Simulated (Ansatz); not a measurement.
# Sr2SiS4 (P2_1/m): spin-orbit coupling beyond the local functionals

How far does spin-orbit coupling move the gap of Sr2SiS4 (P2_1/m)?

Method: density functionals with and without spin-orbit coupling, plane waves, PAW, in Ansatz 0.2.0.

**1. Set-up**

The structure is monoclinic, space group P2_1/m (No. 11). The conventional cell has a = 6.609 Å, b = 6.660 Å, c = 8.262 Å, α = 90.00°, β = 108.22°, γ = 90.00°. Nearest to Sr lie 9 S at 2.96 to 3.80 Å and 4 Si at 3.51 to 3.93 Å. Sr has 8 S at 3.04 to 3.46 Å and 3 Si at 3.71 to 3.89 Å nearest. Si has 4 S at 2.12 to 2.13 Å and 7 Sr at 3.51 to 3.93 Å nearest. S has 1 Si at 2.12 Å and 5 Sr at 3.03 to 3.80 Å nearest. Nearest to S lie 1 Si at 2.13 Å and 4 Sr at 2.96 to 3.46 Å. Nearest to S lie 1 Si at 2.12 Å and 4 Sr at 3.01 to 3.13 Å. Farther neighbours, and contacts between anions beyond the nearest, are not listed.

The cell and positions are those that the Materials Project relaxed with its own functionals (PBE, PBE+U or r2SCAN), kept fixed. The default PAW set here is soft_2. Its files were made with PBE.

**2. HSE06, 2×2×2 mesh**

This step: DFT, HSE06, plane waves, PAW.

input.yaml

```yaml
crystal:
  lattice:
    - [6.6087392105, 0.0, 0.0]
    - [0.0, 6.65954238, 0.0]
    - [-2.5827482587, 0.0, 7.848229828]
  atoms:
    - { symbol: Sr, position: [0.2836712, 0.75, 0.95180912] }
    - { symbol: Sr, position: [0.7163288, 0.25, 0.04819088] }
    - { symbol: Sr, position: [0.2248299, 0.75, 0.42926377] }
    - { symbol: Sr, position: [0.7751701, 0.25, 0.57073623] }
    - { symbol: Si, position: [0.72130103, 0.75, 0.7968462] }
    - { symbol: Si, position: [0.27869897, 0.25, 0.2031538] }
    - { symbol: S, position: [0.88645343, 0.75, 0.06157594] }
    - { symbol: S, position: [0.11354657, 0.25, 0.93842406] }
    - { symbol: S, position: [0.91690048, 0.75, 0.63566798] }
    - { symbol: S, position: [0.08309952, 0.25, 0.36433202] }
    - { symbol: S, position: [0.51038414, 0.50196672, 0.7372482] }
    - { symbol: S, position: [0.48961586, 0.00196672, 0.2627518] }
    - { symbol: S, position: [0.48961586, 0.49803328, 0.2627518] }
    - { symbol: S, position: [0.51038414, 0.99803328, 0.7372482] }
kpoints:
  mp_grid: { grid: [2, 2, 2] }
  band_path:
    path:
      - [0.0, 0.0, 0.0]
      - [0.0, 0.5, 0.0]
      - [0.0, 0.5, 0.5]
      - [0.0, 0.0, 0.5]
      - [-0.5, 0.0, 0.5]
      - [-0.5, 0.5, 0.5]
      - [-0.5, 0.5, 0.0]
      - [-0.5, 0.0, 0.0]
    npoints: 1
hamiltonian:
  xc: hse06
scf:
  occupations: { method: fixed }
  n_extra_bands: 8
output:
  eigenvalues: true
```

Launch:

```console
ansatz run input.yaml --threads 24 --pin off --max-ram 82944MiB --backend cuda --events-out ev --progress --plain --runs-dir out --devices 1 --max-vram 78GiB
```

The log of the run:

```text
scf.n_extra_bands = 8 over 48 filled bands (N_el = 96.0): the run solves 56 bands
GPUs: using 1 of 1 available (devices: 1).
Engine: ansatz 0.2.0, aarch64-unknown-linux-gnu
Pseudopotentials: kind: paw
Pseudopotential: Sr, paw, valence charge 10, recommended cutoff 420 eV (normal), Sr.paw.azcp
Pseudopotential: Si, paw, valence charge 4, recommended cutoff 420 eV (normal), Si.paw.azcp
Pseudopotential: S, paw, valence charge 6, recommended cutoff 420 eV (normal), S.paw.azcp
Functional definition: HSE06
  parameter a = 0.25
  parameter omega = 0.11/bohr
  exchange = pbe_x - a*pbe_x_sr(omega) + a*exact_x_sr(omega)
  correlation = pbe_c
davidson cushion auto → on  (no smearing: the cushion is to keep the highest requested band from converging to the state above it; pin scf.eigensolver.cushion to override)
[...]
Crystal: 14 atoms, lattice volume = 345.410 Å³
Basis set: ecut = 420 eV, 6751 PW (Γ)
Bands: 56, of which v1, the nominal top of the filled ones, is band 48 counted from 1 (47 counted from 0)
Symmetry: 4 space group operations
Space group: P21/m (ITA 11), of the structure as read, at distance tolerance 7.0e-5 Å
k-points: 8
Non-local potential: Sr, projectors of the file, l = 0: 3, l = 1: 2, l = 2: 2
Non-local potential: Si, projectors of the file, l = 0: 2, l = 1: 2, l = 2: 2
Non-local potential: S, projectors of the file, l = 0: 2, l = 1: 2, l = 2: 2
PAW form: soft (Blöchl's): semilocal exchange-correlation on the pseudo side does not see the compensation charge
PAW frozen core: Sr, regenerated for the run's functional, and the local potential with it (the file was generated under x = pbe(κ = 0.804, μ = 0.219515), c = pbe(β = 0.066725))
PAW frozen core: Si, regenerated for the run's functional, and the local potential with it (the file was generated under x = pbe(κ = 0.804, μ = 0.219515), c = pbe(β = 0.066725))
PAW frozen core: S, regenerated for the run's functional, and the local potential with it (the file was generated under x = pbe(κ = 0.804, μ = 0.219515), c = pbe(β = 0.066725))
PAW one-centre angular grid: Sr, 110 points (default); XC on 64 Gauss nodes
PAW one-centre angular grid: Si, 110 points (default); XC on 64 Gauss nodes
PAW one-centre angular grid: S, 110 points (default); XC on 64 Gauss nodes
Initial density: superposition of atomic densities (neutral atoms: chi_scale 0, normalization atom), corrected by the library's trained network
Initial wavefunctions: pseudopotential atomic-orbital guess
[...]
Functional: x = pbe(κ = 0.804, μ = 0.219515), c = pbe(β = 0.066725), warm-up for x = pbe(κ = 0.804, μ = 0.219515) + 0.25 (exact − pbe) at short range (hse, ω = 0.207870 Å⁻¹), c = pbe(β = 0.066725); HSE06 as pw.x's `hse` composes it (authors' and Libxc's form: `xc: wpbeh`)
[...]
Frozen-core exchange: fock
SCF iter   1: F=—  HF=-22703.892874 eV  |F-HF|=—  |Δ(HF+E_count)|=         —  Δρ=2.51e-5  dr2=2.09e-6  ethr=1.99e-7  ⟨swp⟩=3.8  Hψ=1113  notcnv=0
[...]
SCF iter   2: F=—  HF=-22703.892873 eV  |F-HF|=—  |Δ(HF+E_count)|=   2.93e-7  Δρ=1.22e-5  dr2=4.47e-7  ethr=1.98e-9  ⟨swp⟩=5.1  Hψ=1443  notcnv=0
SCF iter   3: F=—  HF=-22703.892874 eV  |F-HF|=—  |Δ(HF+E_count)|=   8.47e-7  Δρ=4.96e-6  dr2=2.04e-7  ethr=3.19e-10  ⟨swp⟩=5.8  Hψ=1499  notcnv=0  defer=30
iter 4 solved again at ethr=4.23e-12 eV; its pass at ethr=2.01e-10 eV (dr2=4.06e-9 eV) is discarded
SCF iter   4: F=-22703.892874 eV  HF=-22703.892874 eV  |F-HF|=3.21e-9  |Δ(HF+E_count)|=   5.52e-8  Δρ=8.13e-7  dr2=5.17e-9  ethr=4.23e-12  ⟨swp⟩=3.9  Hψ=2371  notcnv=0
SCF 3 converged in 4 iterations: F = -22703.892874 eV  dr2 = 5.17e-9
[...]
hybrid outer 2: dexx = +1.179e-6 eV, tail = 1.82e-8 eV, Δε = 9.20e-4 eV (about 2.12e-5 eV left of the loop's levels)
the search or the solves at the SCF's close seem to have found levels that the self-consistency loop had missed (the run counts 1). By its estimate they hold under 1e-12 electrons; where the run keeps them, the occupations were computed again with them
[...]
NSCF: frozen V_eff on 8 k-points
hybrid SCF converged: 2 outer / 10 inner (+3 warm-up), last move |dexx| = 1.18e-6 eV, tail = 1.82e-8 eV
Stability not checked: this state was not tested for a lower state beside it, because the functional holds exact exchange (a hybrid, or Hartree-Fock), whose exchange loop this test does not read (fock_operator; see scf.lower_state_search)
Free energy (F): -22703.892874 eV
Frozen-core exchange: fock
Harris-Foulkes:  -22703.892874 eV  (|F-HF|=3.21e-9)
Internal energy: -22703.892874 eV  (E = F + TS)
E sigma→0 (E₀):  -22703.892874 eV
Fermi energy:    4.877198 eV
--- Per-component energies (eV) ---
  E_band       = -556.492155
  E_kinetic    = 1927.471066
  E_local      = -3756.539789  (includes V_loc(G=0)·N_el)
  E_nonlocal   = 1078.631173
  E_hartree    = 992.479145
  E_xc         = -1274.290222
  E_vxc        = -1164.071500  (∫ρ·V_xc dr)
  E_exx        = -197.116135  (= α·E_x^exact, valence–valence)
  E_paw        = -16739.876673  (= ΣΔE_a)
  E_vpaw       = -232.709263  (= ΣTr[D̂ρ^β])
  E_aug_tail   = 0.000019  (compensation charges beyond the density's cutoff)
  E_ewald      = -4732.298378
  E_core_change = -2.353081  (= ΣΔE_core)
  E_smearing   = -0.000000  (= −TS)
  E_closure    = -0.000000  (closes the sum)
  Σ components = -22703.892874   (vs F -22703.892874, Δ=0.00e0)
--- Band table (eV; the first three rows and the last of 8) ---
  k-point 0: bands = [... 44 lower, 4.3491, 4.5239, 4.6354, 4.8772, 9.3213, 9.5802, 9.7065, 9.9642, ... 4 higher]
  k-point 1: bands = [... 44 lower, 4.2299, 4.3966, 4.5942, 4.7647, 9.5337, 9.7944, 9.8286, 9.9958, ... 4 higher]
  k-point 2: bands = [... 44 lower, 4.0198, 4.0198, 4.4657, 4.4657, 9.7451, 9.7451, 10.1976, 10.1976, ... 4 higher]
  k-point 7: bands = [... 44 lower, 4.1331, 4.1331, 4.2415, 4.2415, 10.1882, 10.1882, 10.2957, 10.2957, ... 4 higher]
```

Run time: 6.3 s. Hardware: 1 × NVIDIA GB200 (shared by 2 runs) with 24 threads of Arm Neoverse V2, shared host; peak memory 1.5 GiB; 35 s of CPU time.

The column dr2 measures how far the density is from self-consistency, as an energy; F and HF (Harris–Foulkes) agree once it is small.

Read from the output:

```yaml
gap: 3.967 eV
valence_top_at: Γ
conduction_bottom_at: Y_2
least_direct_gap: 4.171 eV
exact_exchange_fraction: 0.25
```

The gap is indirect, with the least direct gap 0.20 eV higher.

**3. HSE06+SOC, 2×2×2 mesh**

Spin-orbit coupling can split or shift the edges; a non-collinear run measures by how much.

This step: DFT, HSE06 with spin-orbit coupling, plane waves, PAW.

Edit input.yaml of step 2 so:

```diff
@@ -37,3 +37,6 @@
   occupations: { method: fixed }
-  n_extra_bands: 8
+  n_extra_bands: 16
+magnetization:
+  noncollinear: true
+  spin_orbit: true
 output:
```

The log of the run:

```text
[...]
GPUs: using 1 of 1 available (devices: 1).
[...]
non-collinear run that drives no moment, with spin-orbit: no starting moment large enough to seed its density (crystal.atoms[].spin), no starting occupations that ask for one, no magnetisation constraint and no magnetic field, so the semilocal B_xc is pinned to zero
[...]
Crystal: 14 atoms, lattice volume = 345.410 Å³
Basis set: ecut = 420 eV, 6751 PW (Γ)
Bands: 112, of which v1, the nominal top of the filled ones, is band 96 counted from 1 (95 counted from 0)
Symmetry: 4 space group operations + 4 with time reversal
[...]
k-points: 8
Projection manifold: j_resolved (fully-relativistic pseudo-atomic orbitals)
[...]
SCF iter   1: F=—  HF=-22691.325681 eV  |F-HF|=—  |Δ(HF+E_count)|=         —  Δρ=3.31e-2  dr2=5.80e0  dr2_m=0.00e0 (ungated)  ethr=1.00e-1  |M|=0.00e0 ∫|m|=0.00e0 μB  |m|>n=0.0e0 m-floor=0.0e0 τ_xc=0.0e0  β_m=0.30  ⟨swp⟩=6.8  Hψ=3634  notcnv=0
[...]
SCF iter   2: F=—  HF=-22689.995926 eV  |F-HF|=—  |Δ(HF+E_count)|=    1.33e0  Δρ=2.09e-2  dr2=1.79e0  dr2_m=0.00e0 (ungated)  ethr=6.04e-3  |M|=0.00e0 ∫|m|=0.00e0 μB  |m|>n=0.0e0 m-floor=0.0e0 τ_xc=0.0e0  β_m=0.46  ⟨swp⟩=7.1  Hψ=2569  notcnv=0  defer=18
[...]
SCF iter   7: F=-22689.568404 eV  HF=-22689.568395 eV  |F-HF|=9.21e-6  |Δ(HF+E_count)|=   1.35e-4  Δρ=1.80e-4  dr2=8.77e-5  dr2_m=0.00e0 (ungated)  ethr=1.06e-6  |M|=0.00e0 ∫|m|=0.00e0 μB  |m|>n=0.0e0 m-floor=0.0e0 τ_xc=0.0e0  ⟨swp⟩=4.1  Hψ=2447  notcnv=0
[...]
hybrid outer 1: dexx = +2.989e-2 eV, tail = 2.28e-5 eV
[...]
SCF 3 converged in 4 iterations: F = -22699.985352 eV  dr2 = 8.65e-8
[...]
E_paw        = -16736.050866  (= ΣΔE_a)
  E_vpaw       = -232.909191  (= ΣTr[D̂ρ^β])
  E_aug_tail   = 0.000019  (compensation charges beyond the density's cutoff)
  E_ewald      = -4732.298378
  E_core_change = -2.334221  (= ΣΔE_core)
  E_smearing   = -0.000000  (= −TS)
  E_closure    = -0.000000  (closes the sum)
  Σ components = -22699.985352   (vs F -22699.985352, Δ=0.00e0)
--- Band table (eV; the first three rows and the last of 8) ---
[...]
```

Wall time 19 s (1 × NVIDIA GB200 (shared by 2 runs) with 24 threads); peak memory 2.6 GiB.

This step gave:

| Property | Result |
| --- | --- |
| gap | 3.964 eV |
| valence top at | Γ |
| conduction bottom at | Y_2 |
| least direct gap | 4.170 eV |
| exact-exchange fraction | 0.25 |

The gap is that of HSE06.

**4. Together**

Times are wall times on 1 × NVIDIA GB200 (shared by 2 runs) with 24 threads of Arm Neoverse V2, shared host, good to a factor of about two.

```tsv
level	gap (eV)	with coupling (eV)	change (eV)	time	with coupling
HSE06	3.97	3.96	−0.003	6.3 s	19 s
```

**5. What came out**

| Quantity | Value |
| --- | --- |
| HSE06 | 3.97 eV |
| HSE06+SOC | 3.96 eV |

**Reading.** Spin-orbit coupling changes the gap by −0.003 eV and the least direct gap by −0.001 eV.

[Long decimals in the printed logs are rounded to 6 places.]

[Logs are printed without paths, hosts, clocks, repeated set-up lines and the standing remarks that a program may print on its own settings, such as how far it seeks lower states.]

[Paths, hosts, dates, memory and timing lines, banners, echoed tables and standing remarks are left out of the program output; an Ansatz launch command may be rebuilt from the run's recorded settings. Measured values are a selection of at most five: reports struck by readers or far from the other reports are left out. None is set beside runs whose start may be inverted or whose files or cutoffs have a known fault.]

[Runs of the session that timed out or met a known fault of the program may be left out.]

[Cells called generated may have been cut or substituted from an entry of the Crystallography Open Database or the Materials Project.]

[Hosts, paths, dates, database ids (printed as entryN), source tags and the programs' standing remarks are cut or masked in the printed files.]

[Where the starting crystal was built by hand or by swapping elements, it need not be the compound's stable phase.]
